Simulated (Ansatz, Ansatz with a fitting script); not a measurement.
An input for Ansatz 0.2.0 (BaZnPF (P4/nmm)):

```yaml
crystal:
  lattice:
    - [4.042409842, 0.0, 0.0]
    - [0.0, 4.042409842, 0.0]
    - [0.0, 0.0, 9.1981907427]
  atoms:
    - { symbol: Ba, position: [0.5, 0.0, 0.3281391183] }
    - { symbol: Ba, position: [0.0, 0.5, 0.6718608817] }
    - { symbol: Zn, position: [0.5, 0.5, 0.0] }
    - { symbol: Zn, position: [0.0, 0.0, 0.0] }
    - { symbol: P, position: [0.0, 0.5, 0.1509948216] }
    - { symbol: P, position: [0.5, 0.0, 0.8490051784] }
    - { symbol: F, position: [0.5, 0.5, 0.5] }
    - { symbol: F, position: [0.0, 0.0, 0.5] }
kpoints:
  mp_grid: { grid: [6, 6, 4] }
hamiltonian:
  xc: r2scan
  pseudopotentials: { kind: paw, source: ansatz }
scf:
  occupations: { method: fixed }
  n_extra_bands: 6
  lower_state_search: "off"
  convergence: { dr2_threshold: 1.0e-09 }
output:
  eigenvalues: true
```

```sh
ansatz run input.yaml --threads 8 --pin off --max-ram 18432MiB --backend cpu --events-out ev --progress --plain --runs-dir out
```

Estimate wall time and host memory on 8 threads of Arm Neoverse V2, shared host.

It took 24 s; on shared hardware allow 12 s to 48 s. Peak host memory was 4.1 GiB. The sizes that set the cost: 11637 plane waves a state, 30 irreducible k points and 15 SCF cycles.

[Paths, hosts, dates, memory and timing lines, banners, echoed tables and standing remarks are left out of the program output.]

[Logs are printed without paths, hosts, clocks, repeated set-up lines and the standing remarks that a program may print on its own settings, such as how far it seeks lower states.]

[Runs of the session that timed out or met a known fault of the program may be left out.]

[Hosts, paths, dates, database ids (printed as entryN), source tags and the programs' standing remarks are cut or masked in the printed files.]
